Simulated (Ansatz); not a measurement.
# How BiAs (hypothetical, Fm-3m) expands on warming

How much does BiAs (hypothetical) expand with temperature? The crystal structure is hypothetical: it was made by swapping elements on a known structure type.

Main program and level: Ansatz 0.2.0; DFT PBEsol, scalar-relativistic, plane waves, PAW.

Report form: the programs' logs are mostly left out.

## 1. The structure

The structure is trigonal, space group R-3m (No. 166). The conventional cell has a = 4.156 Å, b = 4.156 Å, c = 11.189 Å, α = 90.00°, β = 90.00°, γ = 120.00°. Bi has 6 As at 3.04 Å nearest. Nearest to As lie 6 Bi at 3.04 Å. Farther neighbours are not listed.

Coordinates:

```cif
data_structure
_symmetry_space_group_name_H-M 'R-3m:H'
_symmetry_Int_Tables_number 166
_cell_length_a 4.1562
_cell_length_b 4.1562
_cell_length_c 11.1887
_cell_angle_alpha 90.000
_cell_angle_beta 90.000
_cell_angle_gamma 120.000
_cell_volume 167.38
loop_
_atom_site_label
_atom_site_type_symbol
_atom_site_symmetry_multiplicity
_atom_site_Wyckoff_symbol
_atom_site_fract_x
_atom_site_fract_y
_atom_site_fract_z
_atom_site_occupancy
Bi1 Bi 3 b 0.33333 0.66667 0.16667 1
As1 As 3 a 0.00000 0.00000 0.00000 1
```

## 2. A first coarse run

Before spending time, one coarse run tells the gap and the pressure of the starting cell.

Contents of input.yaml:

```yaml
crystal:
  lattice:
    - [2.07808, 1.19978, 3.72958]
    - [-2.07808, 1.19978, 3.72958]
    - [0.0, -2.39956, 3.72958]
  atoms:
    - { symbol: Bi, position: [0.5, 0.5, 0.5] }
    - { symbol: As, position: [0.0, 0.0, 0.0] }
kpoints:
  mp_grid: { grid: [6, 6, 6] }
hamiltonian:
  xc: pbesol
scf:
  occupations: { method: gaussian, width: 0.1 }
output:
  forces: true
  stress: true
  eigenvalues: true
```

Command:

```console
ansatz run input.yaml --threads 4 --pin off --max-ram 8192MiB --backend cpu --events-out ev --progress --plain --runs-dir out
```

Run time: 0.57 s. Hardware: 4 threads of Arm Neoverse V2, shared host; peak memory 0.35 GiB.

This step gave:

| Quantity | Value |
| --- | --- |
| pressure | -3.877 GPa |
| volume per atom | 27.90 Å³ |
| gap on the k-mesh | 0 eV |

The start is under -3.9 GPa at this level and looks like a metal on this mesh.

## 3. Finding the static equilibrium

The vibrations must be taken about the equilibrium of this functional, not about the starting cell, so the structure is relaxed.

input.yaml, the sections that differ from step 2:

```yaml
kpoints:
  mp_grid: { grid: [12, 12, 12] }
output:
  forces: true
  stress: true
  eigenvalues: true
  write_density: true
  write_potential: true
  elf: true
  volumetric_format: npy
relax:
  adjacent_minimum: "off"
  f_tol: 0.005
  max_steps: 80
  cell: { stress_tol: 0.05 }
# crystal, hamiltonian, scf: as in step 2
```

It took 13 s on 4 threads; peak memory 0.5 GiB.

Step by step:

```
step  energy less that of the first step (eV)  largest force component (eV/Å)  pressure (GPa)  volume (Å³)
   1                                   0.0000                          0.0000           -3.97        55.79
   2                                  -0.0732                          0.0000            0.83        51.79
   3                                  -0.0898                          0.0000            0.23        52.29
   4                                  -0.0899                          0.0000           -0.03        52.48
  5*                                  -0.0894                          0.0000           -0.03        52.48
```

Relaxation steps marked * repeat the geometry before them on a plane-wave basis chosen anew for their cell, so energy and pressure can jump there.

Forces are held to the 12 operations that the run works with; a distortion that breaks them can't arise in this run.

```
     cell as run  before  after  change
           a (Å)   4.435  4.203  -5.2 %
           b (Å)   4.435  4.203  -5.2 %
           c (Å)   4.435  4.203  -5.2 %
           α (°)   55.88  59.98  +7.3 %
           β (°)   55.88  59.98  +7.3 %
           γ (°)   55.88  59.98  +7.3 %
volume (Å³/atom)   27.90  26.24  -5.9 %
```

The relaxed structure:

```xyz
2
Lattice="2.1010 1.2130 3.4323 -2.1010 1.2130 3.4323 0.0000 -2.4260 3.4323" Properties=species:S:1:pos:R:3 pbc="T T T"
Bi    0.0000    0.0000    5.1484
As    0.0000    0.0000    0.0000
```

Numbers from this step:

* pressure: -0.03085 GPa
* volume per atom: 26.24 Å³
* gap on the k-mesh: 0.08795 eV

Valence density in the ac plane of the conventional cell at fractional y = 0.333, with atoms of Bi and As within 0.2 Å of it. It is the smooth field of the valence electrons, not physical close to the nuclei.

Ten steps, logarithmic in the rise over the least value, from '0' (0 e/Å³) to '9' (24 e/Å³), each cell a mean:
```
11111000010000
00000112232211
00000124565421
00000135777631
00000135676531
00000113454321
01110011121110
11111000000000
11111000000000
11111000000000
11111000000000
11111000000000
11111000000000
00000011222111
00000113565321
00000125899621
00000124798521
00000112344211
01110011111110
11111000000000
11111000000000
11111000000000
11111000000000
11111000000000
```
Columns run along a (4.2 Å), rows up along c (10.3 Å), edges of the conventional cell, whose origin can differ from the input's. Atoms in or near the plane, at fractional coordinates: Bi at (0.67, 0.83), As at (0.67, 0.33).

ELF in the ac plane of the conventional cell at fractional y = 0.333, with atoms of Bi and As within 0.2 Å of it. It is the smooth field of the valence electrons, not physical close to the nuclei.

Ten even steps from '0' (0.04) to '9' (0.65), each cell a mean:
```
68887533333334
56665445565544
33333456434565
31113564121465
32123465212465
44444456555654
57776444555444
78887532222234
68887521000124
56765320000013
45554310000012
45554321111123
44544335666543
43434579999975
42224799877998
52114898434799
52124898535899
43234699989997
44444457898864
44554333444323
45554311000113
45554310000013
67776420000013
78887521111124
```
Columns run along a (4.2 Å), rows up along c (10.3 Å), edges of the conventional cell, whose origin can differ from the input's. Atoms in or near the plane, at fractional coordinates: Bi at (0.67, 0.83), As at (0.67, 0.33).

Electrostatic potential energy in the ac plane of the conventional cell at fractional y = 0.333, with atoms of Bi and As within 0.2 Å of it. With pseudopotentials it is smooth inside the atoms' cores, unlike the true potential.

Ten even steps from '0' (-53 eV) to '9' (15 eV), each cell a mean:
```
99999999999999
99999998767889
99999974101378
99999861000058
99999861000158
99999986323589
99999998888899
99999999999999
99999999999999
99999999999999
99999999999999
98889999999999
98889999999999
99999998888899
99999987787789
99999977999879
99999977999779
99999997777789
99999999989999
98889999999999
98889999999999
99999999999999
99999999999999
99999999999999
```
Columns run along a (4.2 Å; values clipped at the 3rd and 97th percentile), rows up along c (10.3 Å), edges of the conventional cell, whose origin can differ from the input's. Atoms in or near the plane, at fractional coordinates: Bi at (0.67, 0.83), As at (0.67, 0.33).

The relaxation ends with a pressure of -0.03 GPa.

## 4. A second relaxation

The relaxation is run once more from where the first one ended, as the script does after a large change of volume or of the gap, with mesh and occupations reviewed.

input.yaml, the sections that differ from step 3:

```yaml
crystal:
  lattice:
    - [2.1009886142, 1.213006342, 3.4322735273]
    - [-2.1009886142, 1.213006342, 3.4322735273]
    - [0.0, -2.426012684, 3.4322735273]
  atoms:
    - { symbol: Bi, position: [0.5, 0.5, 0.5] }
    - { symbol: As, position: [0.0, 0.0, 0.0] }
scf:
  occupations: { method: gaussian, width: 0.01 }
# kpoints, hamiltonian, output, relax: as in step 3
```

It took 5.1 s on 4 threads; peak memory 0.49 GiB; 19 s of CPU time.

Little changed from the start: no atom moved by 0.005 Å and no cell edge by 0.1 %.

Numbers from this step:

- pressure: -0.01917 GPa
- gap on the k-mesh: 0.08748 eV

ELF in the ac plane of the conventional cell at fractional y = 0.333, with atoms of Bi and As within 0.2 Å of it. It is the smooth field of the valence electrons, not physical close to the nuclei.

Ten even steps from '_' (0.04) to '@' (0.65), each cell a mean:
```
**%%%%%%##++--------------==
++******++====++++**++++====
----------==++**==--==++**++
--......--++**==..::..==**++
--::..::--==**++::..::==**++
============++**++++++**++==
++######**======++++++======
##%%%%%%##++--::::::::::--==
**%%%%%%##++::..______..::==
++**##**++--::__________..--
==++++++==--..__________..::
==++++++==--::..........::--
====++====----++******++==--
==--==--==++##@@@@@@@@@@##++
==::::::==##@@@@%%####@@@@%%
++::..::==%%@@%%==--==##@@@@
++::..::==%%@@%%++--++%%@@@@
==--::--==**@@@@@@%%@@@@@@##
============++##%%@@%%%%**==
====++++==------======--::--
==++++++==--....______....--
==++++++==--..__________..--
**######**==::__________..--
##%%%%%%##++::..........::==
```
Columns run along a (4.2 Å), rows up along c (10.3 Å), edges of the conventional cell, whose origin can differ from the input's. Atoms in or near the plane, at fractional coordinates: Bi at (0.67, 0.83), As at (0.67, 0.33).

Electrostatic potential energy in the ac plane of the conventional cell at fractional y = 0.333, with atoms of Bi and As within 0.2 Å of it. With pseudopotentials it is smooth inside the atoms' cores, unlike the true potential.

Ten even steps from '_' (-53 eV) to '@' (15 eV), each cell a mean:
```
@@@@@@@@@@@@@@@@@@@@@@@@@@@@
@@@@@@@@@@@@@@%%##**##%%%%@@
@@@@@@@@@@@@##==..__..--##%%
@@@@@@@@@@%%**..________++%%
@@@@@@@@@@%%**..______..++%%
@@@@@@@@@@@@%%**--::--++%%@@
@@@@@@@@@@@@@@%%%%%%%%%%@@@@
@@@@@@@@@@@@@@@@@@@@@@@@@@@@
@@@@@@@@@@@@@@@@@@@@@@@@@@@@
@@@@@@@@@@@@@@@@@@@@@@@@@@@@
@@@@@@@@@@@@@@@@@@@@@@@@@@@@
@@%%%%%%@@@@@@@@@@@@@@@@@@@@
@@%%%%%%@@@@@@@@@@@@@@@@@@@@
@@@@@@@@@@@@@@%%%%%%%%%%@@@@
@@@@@@@@@@@@%%####%%####%%@@
@@@@@@@@@@@@####@@@@@@%%##@@
@@@@@@@@@@@@####@@@@@@####@@
@@@@@@@@@@@@@@##########%%@@
@@@@@@@@@@@@@@@@@@%%@@@@@@@@
@@%%%%%%@@@@@@@@@@@@@@@@@@@@
@@%%%%%%@@@@@@@@@@@@@@@@@@@@
@@@@@@@@@@@@@@@@@@@@@@@@@@@@
@@@@@@@@@@@@@@@@@@@@@@@@@@@@
@@@@@@@@@@@@@@@@@@@@@@@@@@@@
```
Columns run along a (4.2 Å; values clipped at the 3rd and 97th percentile), rows up along c (10.3 Å), edges of the conventional cell, whose origin can differ from the input's. Atoms in or near the plane, at fractional coordinates: Bi at (0.67, 0.83), As at (0.67, 0.33).

Valence density in the ac plane of the conventional cell at fractional y = 0.333, with atoms of Bi and As within 0.2 Å of it. It is the smooth field of the valence electrons, not physical close to the nuclei.

Ten steps, logarithmic in the rise over the least value, from '0' (0 e/Å³) to '9' (24 e/Å³), each cell a mean:
```
11111000010000
00000112232211
00000124565421
00000135777631
00000135676531
00000113454321
01110011121110
11111000000000
11111000000000
11111000000000
11111000000000
11111000000000
11111000000000
00000011222111
00000113565321
00000125899621
00000124798521
00000112344211
01110011111110
11111000000000
11111000000000
11111000000000
11111000000000
11111000000000
```
Columns run along a (4.2 Å), rows up along c (10.3 Å), edges of the conventional cell, whose origin can differ from the input's. Atoms in or near the plane, at fractional coordinates: Bi at (0.67, 0.83), As at (0.67, 0.33).

## 5. Tight relaxation

The relaxation is repeated with tighter thresholds on force and stress, since phonons are sensitive to what is left; a change of mesh or smearing in the input moves the cell too.

input.yaml, the sections that differ from step 4:

```yaml
output:
  forces: true
  stress: true
  eigenvalues: true
relax:
  adjacent_minimum: "off"
  f_tol: 0.001
  max_steps: 60
  cell: { stress_tol: 0.01 }
# crystal, kpoints, hamiltonian, scf: as in step 4
```

Wall time 9.1 s (4 threads); peak memory 0.49 GiB; 35 s of CPU time.

Little changed from the start: no atom moved by 0.005 Å and no cell edge by 0.1 %.

Numbers from this step:

* pressure: -1.59e-4 GPa
* gap on the k-mesh: 0.08894 eV
* volume per atom: 26.23 Å³

The residual pressure is -1.6e-4 GPa, small enough for phonons.

## 6. Other settings for the ground state: basis.xc_grid = 1

One run with other settings shows how much the ground state depends on them.

This step: DFT PBEsol, scalar-relativistic, plane waves, PAW; settings changed (Ansatz 0.2.0).

input.yaml, the sections that differ from step 5:

```yaml
crystal:
  lattice:
    - [2.1010823625, 1.2130604676, 3.4310482122]
    - [-2.1010823625, 1.2130604676, 3.4310482122]
    - [0.0, -2.4261209352, 3.4310482122]
  atoms:
    - { symbol: Bi, position: [0.5, 0.5, 0.5] }
    - { symbol: As, position: [0.0, 0.0, 0.0] }
output:
  forces: true
  eigenvalues: true
  stress: true
basis:
  xc_grid: 1
# kpoints, hamiltonian, scf: as in step 5
# relax: removed
```

Wall time 0.92 s (4 threads); peak memory 0.38 GiB; 3 s of CPU time.

This step gave:

```yaml
pressure: -1.68e-4 GPa
gap_on_the_k_mesh: 0.08895 eV
```

The run ends at a pressure of 0.00 GPa.

## 7. A faulty attempt

This input was changed on purpose, to see how the program answers.

This step: DFT PBEsol, scalar-relativistic, plane waves, PAW (Ansatz 0.2.0).

Changes to input.yaml since step 6:

```diff
@@ -14,7 +14,8 @@
   occupations: { method: gaussian, width: 0.01 }
+  max_iter: 100
 output:
-  forces: true
   eigenvalues: true
-  stress: true
-basis:
-  xc_grid: 1
+phonons:
+  method: dfpt
+  qmesh: [3, 3, 3]
+  thermal_expansion: "~"
```

Wall time 0.02 s (4 threads); peak memory 0.022 GiB.

The program refused the input before any cycle.

The program's message: “Error: YAML parse error: error: line 21 column 22: expected mapping start
  --> <input>:21:22
   |
19 |   method: dfpt
20 |   qmesh: [3, 3, 3]
21 |   thermal_expansion: "~"
   |                      ^ …”

The fault put into the input: a string where a block is expected.

## 8. The quasi-harmonic study, q-mesh 2×2×2

Thermal expansion follows from how the free energy of the vibrations (and of the electrons in a metal) changes with strain, so the program makes strained cells, their phonons and a fit in one run.

input.yaml, the sections that differ from step 7:

```yaml
scf:
  occupations: { method: gaussian, width: 0.01 }
phonons:
  method: dfpt
  qmesh: [2, 2, 2]
  temperatures: { t_max: 800.0, t_step: 50 }
  thermal_expansion: {}
# crystal, kpoints, hamiltonian, output: as in step 7
```

It took 2.3 min on 4 threads; peak memory 1.7 GiB.

The run ended with an error.

The program's message: “vibrations stand at or below zero in cell 4 (0.375 modes a cell, the lowest at -128.5 cm⁻¹): the crystal is at no minimum there, or its k-points are too few: type the crystal that it becomes, another …”

## 9. The quasi-harmonic study, q-mesh 4×4×4

Changes to input.yaml since step 8:

```diff
@@ -18,3 +18,3 @@
   method: dfpt
-  qmesh: [2, 2, 2]
+  qmesh: [4, 4, 4]
   temperatures: { t_max: 800.0, t_step: 50 }
```

It took 13 min on 4 threads; peak memory 4.9 GiB.

The run ended with an error.

The program's message: “vibrations stand at or below zero in cell 4 (0.047 modes a cell, the lowest at -128.5 cm⁻¹): the crystal is at no minimum there, or its k-points are too few: type the crystal that it becomes, another …”

(Part 1 of 2 ends here.)

[Logs are printed without paths, hosts, clocks, repeated set-up lines and the standing remarks that a program may print on its own settings, such as how far it seeks lower states.]

[Hosts, paths, dates, database ids (printed as entryN), source tags and the programs' standing remarks are cut or masked in the printed files.]

[A step with changed settings may run another functional than the one named; its input shows which.]
